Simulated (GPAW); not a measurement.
# Calculated records

**LiHF2 (C2/m): one start, several treatments of the self-energy**

It takes space group C2/m (No. 12, monoclinic). Conventional cell: a = 5.095 Å, b = 3.070 Å, c = 4.903 Å, α = 90.00°, β = 121.02°, γ = 90.00°. Li has 6 F at 2.00 to 2.04 Å nearest. H has 2 F at 1.14 Å nearest. Nearest to F lie 1 H at 1.14 Å and 3 Li at 2.00 to 2.04 Å. Farther neighbours and most contacts between anions are not listed.

```xyz
4
Lattice="2.5475 -1.5349 0.0000 2.5475 1.5349 0.0000 -2.5269 0.0000 4.2015" Properties=species:S:1:pos:R:3 pbc="T T T"
Li    0.0000    0.0000    0.0000
H    -1.2635    0.0000    2.1008
F    -0.8280    0.0000    3.1541
F     3.3961    0.0000    1.0474
```

| Quantity | Value |
| --- | --- |
| method | DFT, LDA, plane waves, PAW (and 3 further levels or steps) |
| program | GPAW 26.7.0 |
| settings of one run | cutoff 600 eV, GPAW PAW setups 1.2.1 data release, 4×4×2 k-mesh, nbands 120 |
| cost | 6 runs, 84 s in all on 4 MPI ranks of Arm Neoverse V1, shared host (the runs of this entry) |
| notes | The cell and positions are those that the Materials Project relaxed with its own functionals (PBE, PBE+U or r2SCAN), kept fixed. Bands and cutoff are finite, so the gap is not at the basis limit. The miss can reach some tenths of an eV and take either sign; the mesh is an error of its own. The program warns of a poor linear fit in the extrapolation of some level, so the extrapolated values are rough. The 4×4×2 mesh is coarse for this cell, which bears on the long-range parts of exchange and screening. |
| G0W0, Godby-Needs plasmon pole | 12.469 eV |
| one-shot HSE06 | 10.883 eV |
| G0W0, extrapolated in the cutoff | 12.759 eV |
| one-shot PBE0 | 11.687 eV |
| G0W0, full frequency, Hilbert transform | 12.482 eV |
| known limits | not at the basis limit; coarse k mesh |

One-shot HSE06: −1.586 eV against G0W0, Godby-Needs plasmon pole. G0W0, extrapolated in the cutoff: +0.290 eV against G0W0, Godby-Needs plasmon pole, at other bands or cutoff, so not like for like.

[Paths, hosts, dates, memory and timing lines, banners, echoed tables and standing remarks are left out of the program output.]

[Logs are printed without paths, hosts, clocks, repeated set-up lines and the standing remarks that a program may print on its own settings, such as how far it seeks lower states.]

[Runs of the session that timed out or met a known fault of the program may be left out.]

[Hosts, paths, dates, database ids (printed as entryN), source tags and the programs' standing remarks are cut or masked in the printed files.]
